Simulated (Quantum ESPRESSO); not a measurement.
# MnF2: magnetism against volume

How does volume change the magnetic state of MnF2?

Method: PBE with U = 4 eV on Mn d (ortho-atomic projectors); plane waves with GBRV 1.5 PBE potentials, no spin-orbit coupling, in Quantum ESPRESSO 7.5.

Most raw output is cut from this account.

## (1) Starting point

It takes space group P4_2/mnm (No. 136, tetragonal). Conventional cell: a = 4.874 Å, b = 4.874 Å, c = 3.311 Å, α = 90.00°, β = 90.00°, γ = 90.00°. Nearest to Mn lie 6 F at 2.10 to 2.13 Å. F has 3 Mn at 2.10 to 2.13 Å nearest. Farther neighbours and most contacts between anions are not listed.

The cell comes from the Crystallography Open Database.

## (2) Volume 0.92, ferro ++

All lengths scale alike; the factor is that of the volume. Atoms keep their fractional places. Seeded atoms are those given a starting moment.

Contents of pw.in:

```
&CONTROL
  calculation = 'scf'
  prefix = 'pwscf'
  outdir = './tmp'
  pseudo_dir = './pseudo'
  disk_io = 'nowf'
  tprnfor = .true.
  tstress = .true.
/
&SYSTEM
  ibrav = 0
  nat = 6
  ntyp = 2
  ecutwfc = 40
  ecutrho = 280
  nbnd = 44
  occupations = 'smearing'
  smearing = 'fd'
  degauss = 0.00367493
  nspin = 2
  starting_magnetization(1) = 0.3
  starting_magnetization(2) = 0
/
&ELECTRONS
  conv_thr = 1.2d-08
  electron_maxstep = 150
  mixing_beta = 0.3
/
ATOMIC_SPECIES
Mn     54.9380 mn_pbe_v1.5.uspp.F.UPF
F      18.9984 f_pbe_v1.4.uspp.F.UPF
CELL_PARAMETERS angstrom
   4.7402034212    0.0000000000    0.0000000000
   0.0000000000    4.7402034212    0.0000000000
   0.0000000000    0.0000000000    3.2199498270
ATOMIC_POSITIONS crystal
Mn      0.0000000000    0.0000000000    0.0000000000
Mn      0.5000000000    0.5000000000    0.5000000000
F       0.3053000000    0.3053000000    0.0000000000
F       0.1947000000    0.8053000000    0.5000000000
F       0.6947000000    0.6947000000    0.0000000000
F       0.8053000000    0.1947000000    0.5000000000
K_POINTS automatic
6 6 6 0 0 0
HUBBARD {ortho-atomic}
U Mn-3d 4.0000
```

On the command line:

```sh
$ OMP_NUM_THREADS=1 mpirun -n 2 pw.x -nk 2 -in pw.in > pw.out
```

Elapsed: 2.4 min, on 2 MPI ranks of Intel Xeon at 2.70GHz, shared host; peak memory 0.43 GiB; 4.6 min of CPU time.

Spin moment in the atom's sphere by atom:

| atom | spin moment in the atom's sphere (μB) |
| --- | --- |
| Mn1 | 4.18 |
| Mn2 | 4.18 |
| F3 | 0.08 |
| F4 | 0.08 |
| F5 | 0.08 |
| F6 | 0.08 |

This step gave:

| Item | Value |
| --- | --- |
| smearing term TS | 1.05e-12 eV |
| pressure | 16.40 GPa |
| magnetization | 10 μB |
| absolute magnetization | 10.00 μB |
| final state | ferromagnetic |

## (3) Volume 0.92, antiferro +-

pw.in, as its differences from that of step 2:

```diff
@@ -12,6 +12,6 @@
   nat = 6
-  ntyp = 2
+  ntyp = 3
   ecutwfc = 40
   ecutrho = 280
-  nbnd = 44
+  nbnd = 39
   occupations = 'smearing'
@@ -21,3 +21,4 @@
   starting_magnetization(1) = 0.3
-  starting_magnetization(2) = 0
+  starting_magnetization(2) = -0.3
+  starting_magnetization(3) = 0
 /
@@ -29,3 +30,4 @@
 ATOMIC_SPECIES
-Mn     54.9380 mn_pbe_v1.5.uspp.F.UPF
+Mn1    54.9380 mn_pbe_v1.5.uspp.F.UPF
+Mn2    54.9380 mn_pbe_v1.5.uspp.F.UPF
 F      18.9984 f_pbe_v1.4.uspp.F.UPF
@@ -36,4 +38,4 @@
 ATOMIC_POSITIONS crystal
-Mn      0.0000000000    0.0000000000    0.0000000000
-Mn      0.5000000000    0.5000000000    0.5000000000
+Mn1     0.0000000000    0.0000000000    0.0000000000
+Mn2     0.5000000000    0.5000000000    0.5000000000
 F       0.3053000000    0.3053000000    0.0000000000
@@ -45,2 +47,3 @@
 HUBBARD {ortho-atomic}
-U Mn-3d 4.0000
+U Mn1-3d 4.0000
+U Mn2-3d 4.0000
```

Elapsed: 2.5 min, on 2 MPI ranks; peak memory 0.44 GiB; 4.9 min of CPU time.

Spin moment in the atom's sphere by atom:

| atom | spin moment in the atom's sphere (μB) |
| --- | --- |
| Mn1 | 4.16 |
| Mn2 | -4.16 |
| F3 | -0.03 |
| F4 | 0.03 |
| F5 | -0.03 |
| F6 | 0.03 |

This step gave:

```yaml
smearing_term_ts: 9.70e-15 eV
pressure: 15.69 GPa
magnetization: 0 μB
absolute_magnetization: 9.704 μB
final_state: antiferromagnetic
```

## (4) Volume 0.92, no spin polarisation

pw.in, as its differences from that of step 3:

```diff
@@ -12,3 +12,3 @@
   nat = 6
-  ntyp = 3
+  ntyp = 2
   ecutwfc = 40
@@ -19,6 +19,2 @@
   degauss = 0.00367493
-  nspin = 2
-  starting_magnetization(1) = 0.3
-  starting_magnetization(2) = -0.3
-  starting_magnetization(3) = 0
 /
@@ -30,4 +26,3 @@
 ATOMIC_SPECIES
-Mn1    54.9380 mn_pbe_v1.5.uspp.F.UPF
-Mn2    54.9380 mn_pbe_v1.5.uspp.F.UPF
+Mn     54.9380 mn_pbe_v1.5.uspp.F.UPF
 F      18.9984 f_pbe_v1.4.uspp.F.UPF
@@ -38,4 +33,4 @@
 ATOMIC_POSITIONS crystal
-Mn1     0.0000000000    0.0000000000    0.0000000000
-Mn2     0.5000000000    0.5000000000    0.5000000000
+Mn      0.0000000000    0.0000000000    0.0000000000
+Mn      0.5000000000    0.5000000000    0.5000000000
 F       0.3053000000    0.3053000000    0.0000000000
@@ -47,3 +42,2 @@
 HUBBARD {ortho-atomic}
-U Mn1-3d 4.0000
-U Mn2-3d 4.0000
+U Mn-3d 4.0000
```

Run time: 66 s. Hardware: 2 MPI ranks; peak memory 0.34 GiB.

This step gave:

| Quantity | Value |
| --- | --- |
| smearing term TS | 0.06736 eV |
| pressure | -6.648 GPa |
| final state | non-magnetic (no spin polarisation) |

## (5) Volume 1.08, ferro ++

pw.in, as its differences from that of step 4:

```diff
@@ -15,3 +15,3 @@
   ecutrho = 280
-  nbnd = 39
+  nbnd = 44
   occupations = 'smearing'
@@ -19,2 +19,5 @@
   degauss = 0.00367493
+  nspin = 2
+  starting_magnetization(1) = 0.3
+  starting_magnetization(2) = 0
 /
@@ -29,5 +32,5 @@
 CELL_PARAMETERS angstrom
-   4.7402034212    0.0000000000    0.0000000000
-   0.0000000000    4.7402034212    0.0000000000
-   0.0000000000    0.0000000000    3.2199498270
+   5.0004484614    0.0000000000    0.0000000000
+   0.0000000000    5.0004484614    0.0000000000
+   0.0000000000    0.0000000000    3.3967304200
 ATOMIC_POSITIONS crystal
```

The job ended after 2 min (2 MPI ranks; peak memory 0.39 GiB; 4 min of CPU time).

This step gave:

```
smearing term TS       : 3.12e-13 eV
pressure               : -1.688 GPa
magnetization          : 10 μB
absolute magnetization : 10.00 μB
final state            : ferromagnetic
largest moment         : 4.308 μB
```

## (6) The series

The runs not shown differ from these in the moved quantity alone.

States, by row:

| volume | ferro ++ | antiferro +- | no spin polarisation |
| --- | --- | --- | --- |
| 0.92 | ferromagnetic | antiferromagnetic | non-magnetic |
| 0.96 | ferromagnetic | antiferromagnetic | non-magnetic |
| 1 | ferromagnetic | antiferromagnetic | non-magnetic |
| 1.04 | ferromagnetic | antiferromagnetic | non-magnetic |
| 1.08 | ferromagnetic | antiferromagnetic | non-magnetic |

Largest site moment against volume:

| volume (factor) | ferro ++ (μB) | antiferro +- (μB) |
| --- | --- | --- |
| 0.9200 | 4.18 | 4.16 |
| 0.9600 | 4.21 | 4.20 |
| 1.0000 | 4.25 | 4.24 |
| 1.0400 | 4.28 | 4.27 |
| 1.0800 | 4.31 | 4.30 |

Energy less that of the parallel start against volume; values in meV a seeded atom:

| volume (factor) | antiferro +- | no spin polarisation |
| --- | --- | --- |
| 0.9200 | -30.8 | 4167 |
| 0.9600 | -24.7 | 4377 |
| 1.0000 | -19.8 | 4562 |
| 1.0400 | -15.9 | 4726 |
| 1.0800 | -12.8 | 4872 |

Energy over the lowest against volume; values in meV an atom:

| volume (factor) | ferro ++ | antiferro +- | no spin polarisation |
| --- | --- | --- | --- |
| 0.9200 | 91.2 | 80.9 | 1480 |
| 0.9600 | 45.8 | 37.5 | 1505 |
| 1.0000 | 18.3 | 11.7 | 1539 |
| 1.0400 | 5.51 | 0.215 | 1581 |
| 1.0800 | 4.25 | 0 | 1628 |

## (7) Results

| Item | Value |
| --- | --- |
| moment, parallel start | 4.18 to 4.31 μB |
| states met from these starts | antiferromagnetic and ferromagnetic |

In words: The moment of the parallel start goes from 4.18 μB at 0.92 to 4.31 μB at 1.08. The net moment of the cell goes from 10 to 10 μB. The radius of the spheres follows the nearest distance, so part of the change of the site moments is the spheres'. The largest moment of the start antiferro +- lies between 4.16 and 4.30 μB. The start antiferro +- lies under the parallel one at every finished point, by 12.8 to 30.8 meV a seeded atom.

[Logs and program files are shortened in this print: banners, set-up blocks, solver, clock and traceback lines can be left out without a mark of their own.]

[Logs are printed without paths, hosts, clocks, repeated set-up lines and the standing remarks that a program may print on its own settings, such as how far it seeks lower states.]

[Hosts, paths, dates, database ids (printed as entryN), source tags and the programs' standing remarks are cut or masked in the printed files.]

[Where a cell is said to come from a database of computed structures, the database is the Materials Project.]
